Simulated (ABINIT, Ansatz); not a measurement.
Planning a run of ABINIT 10.8.3 on Cl (Cmce). The input:

```
acell 3*1.0 Angstrom
rprim 
  3.145000000000 -2.250000000000 0.000000000000
  3.145000000000 2.250000000000 0.000000000000
  0.000000000000 0.000000000000 8.210000000000
ntypat 1
znucl 17
natom 4
typat 1 1 1 1
xred 
  0.870000000000 0.130000000000 0.100000000000
  0.630000000000 0.370000000000 0.600000000000
  0.130000000000 0.870000000000 0.900000000000
  0.370000000000 0.630000000000 0.400000000000
pp_dirpath "pseudos"
pseudos "Cl.upf"
ecut 25
ngkpt 4 4 2
nshiftk 1
shiftk 0 0 0
kptopt 1
chksymbreak 0
istwfk *1
occopt 1
irdwfk 1
optdriver 3
nband 107
ecuteps 3.5
inclvkb 2
awtr 1
symchi 1
indata_prefix "in"
outdata_prefix "out"
tmpdata_prefix "tmp"
```

```sh
OMP_NUM_THREADS=1 mpirun -n 4 abinit run.abi > log
```

Question: Estimate wall time and host memory on 4 MPI ranks of Arm Neoverse N1, shared host.

It took 1.9 min; on shared hardware allow 58 s to 3.9 min. Peak host memory was 1.4 GiB.

[Paths, hosts, dates, memory and timing lines, banners, echoed tables and standing remarks are left out of the program output.]

[Logs are printed without paths, hosts, clocks, repeated set-up lines and the standing remarks that a program may print on its own settings, such as how far it seeks lower states.]

[Runs of the session that timed out or met a known fault of the program may be left out.]

[Hosts, paths, dates, database ids (printed as entryN), source tags and the programs' standing remarks are cut or masked in the printed files.]

[G0W0 gaps are taken among the corrected bands and points alone; a level outside them can change the order at an edge.]

[Where Ansatz stands beside ABINIT at settings called matched, ABINIT's density can come from a denser mesh and the files from another edition; pairs whose starting gaps differed by over 0.03 eV were left out, so agreement reads better than it is.]
